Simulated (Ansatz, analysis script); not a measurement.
**Co: where the moment collapses**

Wanted: energy and moment of Co against volume, with typed moments, small moments and no spin.

Method: PBEsol, PAW set soft_1 (files made for PBE), in Ansatz 0.2.0.

## 1. The structure

Symmetry: P6_3/mmc, No. 194, hexagonal system. The conventional cell has a = 2.471 Å, b = 2.471 Å, c = 8.088 Å, α = 90.00°, β = 90.00°, γ = 120.00°. Nearest to Co lie 12 Co at 2.47 Å. Nearest to Co lie 12 Co at 2.47 Å.

The cell of this run holds 4 atoms, 4 of them with a starting moment; values «a cell» refer to the cell of the run in question.

## 2. Starting state

A collinear run comes first: it shows whether moments survive, and how large they are.

Contents of input.yaml:

```yaml
crystal:
  lattice:
    - [2.4705617809, 0.0, 0.0]
    - [-1.2352808905, 2.1395692639, 0.0]
    - [0.0, 0.0, 8.0882338]
  atoms:
    - { symbol: Co, position: [0.0, 0.0, 0.0], spin: 2.0 }
    - { symbol: Co, position: [0.33333333, 0.66666667, 0.25], spin: 2.0 }
    - { symbol: Co, position: [0.0, 0.0, 0.5], spin: 2.0 }
    - { symbol: Co, position: [0.66666667, 0.33333333, 0.75], spin: 2.0 }
magnetization:
  spin_polarized: true
kpoints:
  mp_grid: { grid: [15, 15, 4] }
hamiltonian:
  xc: pbesol
  pseudopotentials: { kind: paw, azcp: { folder: soft_1 }, xc_functional: pbe }
scf:
  occupations: { method: fermi_dirac, width: 0.1 }
  max_iter: 120
  convergence: { dr2_threshold: 1.0e-08 }
  lower_state_search: "off"
```

Launch:

```sh
$ ansatz run input.yaml --threads 4 --pin off --max-ram 8192MiB --backend cpu --events-out ev --progress --plain --runs-dir out
```

Numbers of over 12 decimals in the logs are rounded to 6 here.

The program printed:

```text
Engine: ansatz 0.2.0, aarch64-unknown-linux-gnu
Pseudopotentials: kind: paw
Pseudopotential: Co, paw, valence charge 17, recommended cutoff 420 eV (normal), soft_1/Co.paw.azcp
Functional definition: PBEsol
  exchange = pbesol_x
  correlation = pbesol_c
Crystal: 4 atoms, lattice volume = 42.754 Å³
Basis set: ecut = 420 eV, 813 PW (Γ)
Bands: 46, of which v1, the nominal top of the filled ones, is band 34 counted from 1 (33 counted from 0)
Symmetry: 24 space group operations
Space group: P63/mmc (ITA 194), of the structure as read, at distance tolerance 3.5e-5 Å
Magnetic group: BNS 194.263 (UNI 1493), of the structure as read, at distance tolerance 3.5e-5 Å
k-points: 81 of 900
Non-local potential: Co, projectors of the file, l = 0: 3, l = 1: 2, l = 2: 3, l = 3: 1
PAW form: soft (Blöchl's): semilocal exchange-correlation on the pseudo side does not see the compensation charge
PAW frozen core: Co, regenerated for the run's functional, and the local potential with it (the file was generated under x = pbe(κ = 0.804, μ = 0.219515), c = pbe(β = 0.066725))
PAW one-centre angular grid: Co, 590 points (default); XC on 64 Gauss nodes
Initial density: superposition of atomic densities (chi_scale 0.1, normalization cell)
Starting moments: Σ|m| = 8 μB on 4 of 4 sites
Initial wavefunctions: pseudopotential atomic-orbital guess
Functional: x = pbesol(κ = 0.804, μ = 0.123457), c = pbesol(β = 0.046)
iter 1 solved again at ethr=9.10e-4 eV; its pass at ethr=3.10e-3 eV (dr2=6.19e-1 eV) is discarded
SCF iter   1: F=—  HF=-20371.656468 eV  |F-HF|=—  |Δ(HF+E_count)|=         —  Δρ=2.86e-2 (↑2.86e-2 ↓2.85e-2)  dr2=6.25e-1  dr2_m=1.29e-1  M=6.664 μB ∫|m|=6.818 μB  β_m=0.30  ethr=9.10e-4  ⟨swp⟩=1.6  Hψ=33401  notcnv=0
preconditioner: auto → Kerker (q_TF=auto, 2.948 Å⁻¹)  [metal: Δε(μ)=0.011 eV  Ē_g=9.522 eV  σ=0.100 eV  W_gap=0.03  n_scr=12 (ndim 8)  ℏωp=34.1 eV  f_vac=0.000  D(μ)=3.59/eV (n_scr^D=52)]
spin=Collinear: Kerker preconditioning applied to the charge; magnetization (m = ρ↑ − ρ↓) channel mixes plain (no charge-response kernel on spin).
SCF iter   2: F=—  HF=-20371.688346 eV  |F-HF|=—  |Δ(HF+E_count)|=   3.19e-2  Δρ=1.68e-2 (↑1.57e-2 ↓1.68e-2)  dr2=5.24e-2  dr2_m=6.83e-2  M=6.603 μB ∫|m|=6.836 μB  β_m=0.30  ethr=9.10e-4  ⟨swp⟩=2.3  Hψ=11951  notcnv=0
SCF iter   3: F=—  HF=-20371.825203 eV  |F-HF|=—  |Δ(HF+E_count)|=   1.37e-1  Δρ=1.43e-2 (↑1.32e-2 ↓1.43e-2)  dr2=5.37e-2  dr2_m=3.95e-2  M=6.567 μB ∫|m|=6.864 μB  β_m=0.30  ethr=7.71e-5  ⟨swp⟩=2.2  Hψ=10489  notcnv=0  defer=8
SCF iter   4: F=—  HF=-20371.899681 eV  |F-HF|=—  |Δ(HF+E_count)|=   7.45e-2  Δρ=1.26e-2 (↑1.11e-2 ↓1.26e-2)  dr2=6.84e-2  dr2_m=2.35e-2  M=6.544 μB ∫|m|=6.892 μB  β_m=0.30  ethr=7.71e-5  ⟨swp⟩=2.3  Hψ=9283  notcnv=0  defer=8
SCF iter   5: F=—  HF=-20371.966116 eV  |F-HF|=—  |Δ(HF+E_count)|=   6.64e-2  Δρ=6.19e-3 (↑6.19e-3 ↓5.38e-3)  dr2=5.26e-3  dr2_m=1.16e-2  M=6.514 μB ∫|m|=6.901 μB  β_m=0.30  ethr=7.71e-5  ⟨swp⟩=2.0  Hψ=11731  notcnv=0  defer=27
SCF iter   6: F=—  HF=-20371.979026 eV  |F-HF|=—  |Δ(HF+E_count)|=   1.29e-2  Δρ=4.70e-3 (↑4.70e-3 ↓4.02e-3)  dr2=1.85e-3  dr2_m=6.92e-3  M=6.507 μB ∫|m|=6.925 μB  β_m=1.00  ethr=7.74e-6  ⟨swp⟩=2.1  Hψ=9963  notcnv=0  defer=31
SCF iter   7: F=—  HF=-20371.993657 eV  |F-HF|=—  |Δ(HF+E_count)|=   1.46e-2  Δρ=3.09e-3 (↑9.28e-4 ↓3.09e-3)  dr2=1.12e-3  dr2_m=1.52e-3  M=6.486 μB ∫|m|=6.987 μB  β_m=1.00  ethr=2.72e-6  ⟨swp⟩=2.5  Hψ=12419  notcnv=0  defer=31
SCF iter   8: F=—  HF=-20371.994962 eV  |F-HF|=—  |Δ(HF+E_count)|=   1.31e-3  Δρ=1.78e-3 (↑4.94e-4 ↓1.78e-3)  dr2=1.18e-3  dr2_m=1.71e-4  M=6.487 μB ∫|m|=7.007 μB  β_m=1.00  ethr=1.65e-6  ⟨swp⟩=2.1  Hψ=9269  notcnv=0  defer=76
SCF iter   9: F=—  HF=-20371.995793 eV  |F-HF|=—  |Δ(HF+E_count)|=   8.31e-4  Δρ=5.21e-4 (↑7.30e-5 ↓5.21e-4)  dr2=6.79e-5  dr2_m=2.53e-5  M=6.489 μB ∫|m|=7.015 μB  β_m=1.00  ethr=1.65e-6  ⟨swp⟩=1.2  Hψ=7314  notcnv=0  defer=78
[...]
spin-set hold released at iteration 10 (site moments contracting): the magnetisation degrees of freedom join the quasi-Newton model from the next iteration; the mixer history was flushed
[...]
SCF iter  14: F=—  HF=-20371.997867 eV  |F-HF|=—  |Δ(HF+E_count)|=   8.67e-6  Δρ=2.51e-4 (↑9.92e-5 ↓2.51e-4)  dr2=4.20e-5  dr2_m=3.42e-6  M=6.501 μB ∫|m|=7.035 μB  β_m=0.85  ethr=1.30e-9  ⟨swp⟩=2.1  Hψ=12881  notcnv=0  defer=103
SCF iter  15: F=—  HF=-20371.997866 eV  |F-HF|=—  |Δ(HF+E_count)|=   3.81e-7  Δρ=8.15e-5 (↑8.15e-5 ↓6.03e-5)  dr2=4.53e-6  dr2_m=1.33e-7  M=6.501 μB ∫|m|=7.036 μB  β_m=0.60  ethr=1.30e-9  ⟨swp⟩=2.1  Hψ=13004  notcnv=0  defer=105
SCF iter  16: F=—  HF=-20371.997865 eV  |F-HF|=—  |Δ(HF+E_count)|=   1.05e-6  Δρ=9.26e-6 (↑9.26e-6 ↓7.09e-6)  dr2=5.46e-8  dr2_m=1.56e-9  M=6.502 μB ∫|m|=7.036 μB  β_m=0.75  ethr=1.30e-9  ⟨swp⟩=2.0  Hψ=12147  notcnv=0  defer=105
iter 17 met the thresholds in force, and the SCF goes on: an eigenvalue changes by 0.24 meV, over its tolerance of 0.16 meV (output.eigenvalues, Limitations)
SCF iter  17: F=-20371.997865 eV  HF=-20371.997865 eV  |F-HF|=2.35e-9  |Δ(HF+E_count)|=   9.62e-9  Δρ=2.27e-6 (↑1.69e-6 ↓2.27e-6)  dr2=3.67e-9  dr2_m=2.38e-10  M=6.502 μB ∫|m|=7.036 μB  β_m=0.87  ethr=1.47e-11  ⟨swp⟩=1.9  Hψ=19503  notcnv=0
iter 18 met the thresholds in force, and the SCF goes on: an eigenvalue changes by 0.28 meV, over its tolerance of 0.16 meV (output.eigenvalues, Limitations)
SCF iter  18: F=-20371.997865 eV  HF=-20371.997865 eV  |F-HF|=4.50e-9  |Δ(HF+E_count)|=  4.62e-10  Δρ=2.53e-6 (↑1.04e-6 ↓2.53e-6)  dr2=4.66e-9  dr2_m=3.10e-10  M=6.502 μB ∫|m|=7.036 μB  β_m=1.00  ethr=5.40e-12  ⟨swp⟩=1.0  Hψ=18112  notcnv=0
Mixer restart at iter 18: flushing history
SCF iter  19: F=-20371.997863 eV  HF=-20371.997865 eV  |F-HF|=2.32e-6  |Δ(HF+E_count)|=   9.24e-8  Δρ=6.04e-5 (↑1.58e-5 ↓6.04e-5)  dr2=2.50e-6  dr2_m=1.98e-7  M=6.502 μB ∫|m|=7.036 μB  β_m=1.00  ethr=5.40e-12  ⟨swp⟩=2.3  Hψ=13196  notcnv=0  defer=290  κ⁻¹=1.0e0(r=1)
SCF iter  20: F=-20371.997865 eV  HF=-20371.997865 eV  |F-HF|=4.39e-9  |Δ(HF+E_count)|=   9.17e-8  Δρ=2.38e-6 (↑2.04e-6 ↓2.38e-6)  dr2=4.88e-9  dr2_m=4.94e-11  M=6.502 μB ∫|m|=7.036 μB  ethr=5.40e-12  ⟨swp⟩=1.2  Hψ=21418  notcnv=0
SCF 1 converged in 20 iterations: F = -20371.997865 eV  dr2 = 4.88e-9
  greatest PAW one-centre occupation: 1.001 electrons in one spin orbital (limit 2), on the Co atom at site 2 (counted from 0), in its partial waves of l = 1
SCF converged after 20 iterations
an eigenvalue changed by more than its tolerance at an iteration that met the thresholds in force, so the SCF went on 2 times, its first undamped step at iteration 18: the last check found none over its tolerance
Magnetization: 6.5016 μB (37.2508 up, 30.7492 down)
Absolute magnetization: 7.0431 μB (∫|ρ↑−ρ↓|, with the PAW one-centre terms)
Spin contamination: 0.0955 ħ² per cell (⟨S²⟩ above its minimum at these occupations)
Per-site moments (μB) at R_I (Å): [(1.679813, 1.019107), (1.694474, 1.019107), (1.679813, 1.019107), (1.694474, 1.019107)]
Free energy (F): -20371.997865 eV
Harris-Foulkes:  -20371.997865 eV  (|F-HF|=4.39e-9)
Internal energy: -20371.873116 eV  (E = F + TS)
E sigma→0 (E₀):  -20371.935491 eV
Entropy (-TS):   -0.124750 eV (-31.187 meV/atom)
Fermi energy:    18.913812 eV
--- Per-component energies (eV) ---
  E_band       = -959.839207
  E_kinetic    = 1168.385925
  E_local      = -10512.283782  (includes V_loc(G=0)·N_el)
  E_nonlocal   = 1741.216965
  E_hartree    = 4661.862577
  E_xc         = -367.848623
  E_vxc        = -475.203842  (∫ρ·V_xc dr)
  E_paw        = -6151.098605  (= ΣΔE_a)
  E_vpaw       = -2205.688680  (= ΣTr[D̂ρ^β])
  E_aug_tail   = -0.000049  (compensation charges beyond the density's cutoff)
  E_ewald      = -10912.861201
  E_core_change = 0.753678  (= ΣΔE_core)
  E_smearing   = -0.124750  (= −TS)
  E_closure    = 0.000000  (closes the sum)
  Σ components = -20371.997865   (vs F -20371.997865, Δ=0.00e0)
```

It took 8.7 s on 4 threads of Arm Neoverse V2, shared host; peak memory 0.47 GiB; 32 s of CPU time.

Spin moment in the atom's sphere by atom:

```csv
atom,spin moment in the atom's sphere (μB)
Co1,1.68
Co2,1.69
Co3,1.68
Co4,1.69
```

Tables count atoms from 1; parts of the log count from 0.

The run ends ferromagnetic, with a net moment of 6.50 μB a cell. Only this order was typed.

## 3. The same state on a denser mesh

Levels at the Fermi energy are partly filled, so moments and energy differences can hang on the k-mesh, and the state is solved again on a denser one.

input.yaml, the sections that differ from step 2:

```yaml
crystal:
  lattice:
    - [2.4705617809, 0.0, 0.0]
    - [-1.2352808905, 2.1395692639, 0.0]
    - [0.0, 0.0, 8.0882338]
  atoms:
    - { symbol: Co, position: [0.0, 0.0, 0.0], spin: 1.68 }
    - { symbol: Co, position: [0.33333333, 0.66666667, 0.25], spin: 1.69 }
    - { symbol: Co, position: [0.0, 0.0, 0.5], spin: 1.68 }
    - { symbol: Co, position: [0.66666667, 0.33333333, 0.75], spin: 1.69 }
kpoints:
  mp_grid: { grid: [18, 18, 5] }
basis:
  ecutwfc: 420.0
checkpoint:
  read: start
  write: ck
  compress: false
  write_wavefunctions: false
  write_every: 100000
# magnetization, hamiltonian, scf: as in step 2
```

The program printed:

```text
[...]
Absolute magnetization: 6.9946 μB (∫|ρ↑−ρ↓|, with the PAW one-centre terms)
[...]
Per-site moments (μB) at R_I (Å): [(1.666309, 1.019107), (1.682280, 1.019107), (1.666309, 1.019107), (1.682280, 1.019107)]
Free energy (F): -20371.996072 eV
[...]
Internal energy: -20371.869999 eV  (E = F + TS)
E sigma→0 (E₀):  -20371.933035 eV
Entropy (-TS):   -0.126073 eV (-31.518 meV/atom)
Fermi energy:    18.913802 eV
[...]
[key lines of the parts left out:]
SCF converged after 8 iterations
Magnetization: 6.4482 μB (37.2241 up, 30.7759 down)
```

The job ended after 4.7 s (4 threads; peak memory 0.53 GiB; 18 s of CPU time).

Spin moment in the atom's sphere by atom:

```
atom  spin moment in the atom's sphere (μB)
 Co1                                   1.67
 Co2                                   1.68
 Co3                                   1.67
 Co4                                   1.68
```

The run ends ferromagnetic, with a net moment of 6.45 μB a cell, against 6.50 μB on the first mesh.

The cell's volume is scaled by the factor named; fractional positions stay, and energies count from the lowest run.

## 4. Factor 0.8, typed moments

Three starts at each size show whether high-spin, low-spin and non-magnetic states coexist. One mesh, built for the smallest cell, and one cutoff serve all sizes, so that energies can be subtracted.

input.yaml, the sections that differ from step 3:

```yaml
crystal:
  lattice:
    - [2.29346639, 0.0, 0.0]
    - [-1.1467332, 1.98620016, 0.0]
    - [0.0, 0.0, 7.50845114]
  atoms:
    - { symbol: Co, position: [0.0, 0.0, 0.0], spin: 2.0 }
    - { symbol: Co, position: [0.33333333, 0.66666667, 0.25], spin: 2.0 }
    - { symbol: Co, position: [0.0, 0.0, 0.5], spin: 2.0 }
    - { symbol: Co, position: [0.66666667, 0.33333333, 0.75], spin: 2.0 }
kpoints:
  mp_grid: { grid: [19, 19, 5] }
output:
  stress: true
# magnetization, hamiltonian, scf, basis: as in step 3
# checkpoint: removed
```

Launch:

```sh
$ ansatz run input.yaml --threads 1 --pin off --max-ram 2048MiB --backend cpu --events-out ev --progress --plain --runs-dir out
```

The program printed:

```text
Warning: output.stress: scf.convergence.dr2_threshold = 1e-8 eV is looser than the 4e-10 eV advised for a printed stress (1e-10 eV for each atom of the cell: 4). What an SCF threshold leaves in a stress goes as its square root, and in the free energy as the threshold itself, and one threshold admits the most on a small cell: [figures from the program's tests cut] Set scf.convergence.dr2_threshold to 4e-10 eV or tighter. The threshold is an SCF's pass mark: one that does not reach it within its budget of iterations ends unconverged, or closes short of it on a stop that the run arms, and scf.convergence.dr2_threshold's page says what that costs each kind of run
[...]
Crystal: 4 atoms, lattice volume = 34.203 Å³
Basis set: ecut = 420 eV, 661 PW (Γ)
Bands: 46, of which v1, the nominal top of the filled ones, is band 34 counted from 1 (33 counted from 0)
Symmetry: 24 space group operations
[...]
k-points: 120 of 1805
[...]
Starting moments: Σ|m| = 8 μB on 4 of 4 sites
[...]
SCF iter  26: F=-20370.619574 eV  HF=-20370.619574 eV  |F-HF|=7.02e-10  |Δ(HF+E_count)|=   2.15e-8  Δρ=1.51e-6 (↑1.51e-6 ↓1.49e-6)  dr2=6.62e-10  dr2_m=4.20e-10  M=4.005 μB ∫|m|=4.255 μB  ethr=6.99e-12  ⟨swp⟩=3.1  Hψ=46879  notcnv=0
SCF 1 converged in 26 iterations: F = -20370.619574 eV  dr2 = 6.62e-10
[...]
SCF converged after 26 iterations
[...]
Magnetization: 4.0046 μB (36.0023 up, 31.9977 down)
Absolute magnetization: 4.2620 μB (∫|ρ↑−ρ↓|, with the PAW one-centre terms)
[...]
Per-site moments (μB) at R_I (Å): [(1.058306, 0.946055), (1.001329, 0.946055), (1.058306, 0.946055), (1.001329, 0.946055)]
Free energy (F): -20370.619574 eV
[...]
Internal energy: -20370.392111 eV  (E = F + TS)
E sigma→0 (E₀):  -20370.505843 eV
Entropy (-TS):   -0.227463 eV (-56.866 meV/atom)
Fermi energy:    24.593253 eV
[...]
--- Stress (GPa, compression-positive) ---
       69.439053      -0.000000       0.000000
       -0.000000      69.439053       0.000000
        0.000000       0.000000      64.264987
  P = ⅓ Tr σ = 67.7144 GPa (677.144 kbar)
```

Elapsed: 54 s, on 1 thread; peak memory 0.48 GiB.

It ends ferromagnetic, with 1.06 μB on the largest site.

## 5. Factor 0.8, starting moments cut to 30 %

A self-consistent run from these starting moments shows which magnetic state they lead to.

input.yaml, the sections that differ from step 4:

```yaml
crystal:
  lattice:
    - [2.29346639, 0.0, 0.0]
    - [-1.1467332, 1.98620016, 0.0]
    - [0.0, 0.0, 7.50845114]
  atoms:
    - { symbol: Co, position: [0.0, 0.0, 0.0], spin: 0.6 }
    - { symbol: Co, position: [0.33333333, 0.66666667, 0.25], spin: 0.6 }
    - { symbol: Co, position: [0.0, 0.0, 0.5], spin: 0.6 }
    - { symbol: Co, position: [0.66666667, 0.33333333, 0.75], spin: 0.6 }
# magnetization, kpoints, hamiltonian, scf, basis, output: as in step 4
```

The program printed:

```text
[...]
Crystal: 4 atoms, lattice volume = 34.203 Å³
Basis set: ecut = 420 eV, 661 PW (Γ)
Bands: 43, of which v1, the nominal top of the filled ones, is band 34 counted from 1 (33 counted from 0)
Symmetry: 24 space group operations
[...]
k-points: 120 of 1805
[...]
Internal energy: -20370.392176 eV  (E = F + TS)
E sigma→0 (E₀):  -20370.505875 eV
Entropy (-TS):   -0.227398 eV (-56.850 meV/atom)
Fermi energy:    24.593221 eV
[...]
--- Stress (GPa, compression-positive) ---
       69.450953      -0.000000       0.000000
       -0.000000      69.450953       0.000000
        0.000000       0.000000      64.274631
  P = ⅓ Tr σ = 67.7255 GPa (677.255 kbar)
[key lines of the parts left out:]
SCF converged after 25 iterations
Magnetization: 4.0074 μB (36.0037 up, 31.9963 down)
Free energy (F): -20370.619574 eV
```

Run time: 43 s. Hardware: 1 thread; peak memory 0.46 GiB.

It ends ferromagnetic, with 1.06 μB on the largest site.

## 6. Factor 0.9, typed moments

The density is converged from the given moments; the state reached depends on that start.

input.yaml, the sections that differ from step 5:

```yaml
crystal:
  lattice:
    - [2.38530117, 0.0, 0.0]
    - [-1.19265059, 2.06573141, 0.0]
    - [0.0, 0.0, 7.80910387]
  atoms:
    - { symbol: Co, position: [0.0, 0.0, 0.0], spin: 2.0 }
    - { symbol: Co, position: [0.33333333, 0.66666667, 0.25], spin: 2.0 }
    - { symbol: Co, position: [0.0, 0.0, 0.5], spin: 2.0 }
    - { symbol: Co, position: [0.66666667, 0.33333333, 0.75], spin: 2.0 }
# magnetization, kpoints, hamiltonian, scf, basis, output: as in step 5
```

The program printed:

```text
[...]
Crystal: 4 atoms, lattice volume = 38.479 Å³
Basis set: ecut = 420 eV, 723 PW (Γ)
Bands: 46, of which v1, the nominal top of the filled ones, is band 34 counted from 1 (33 counted from 0)
Symmetry: 24 space group operations
[...]
k-points: 120 of 1805
[...]
Internal energy: -20371.683322 eV  (E = F + TS)
E sigma→0 (E₀):  -20371.747798 eV
Entropy (-TS):   -0.128952 eV (-32.238 meV/atom)
Fermi energy:    21.429275 eV
[...]
--- Stress (GPa, compression-positive) ---
       23.986206       0.000000       0.000000
        0.000000      23.986206       0.000000
        0.000000       0.000000      19.792691
  P = ⅓ Tr σ = 22.5884 GPa (225.884 kbar)
[key lines of the parts left out:]
SCF converged after 17 iterations
Magnetization: 6.0565 μB (37.0282 up, 30.9718 down)
Free energy (F): -20371.812274 eV
```

It took 32 s on 1 thread; peak memory 0.5 GiB.

It ends ferromagnetic, with 1.57 μB on the largest site.

For the largest spin moment in the atom's sphere, step 4 gave 1.06 μB; this run, with scale 0.9, gives 1.57 μB (+49 %).

(Part 1 of 2 ends here.)

[Logs and program files are shortened in this print: banners, set-up blocks, solver, clock and traceback lines can be left out without a mark of their own.]

[Logs are printed without paths, hosts, clocks, repeated set-up lines and the standing remarks that a program may print on its own settings, such as how far it seeks lower states.]

[Hosts, paths, dates, database ids (printed as entryN), source tags and the programs' standing remarks are cut or masked in the printed files.]

[Where the input sets lower_state_search to off, the program did not look for lower states, so one may exist.]
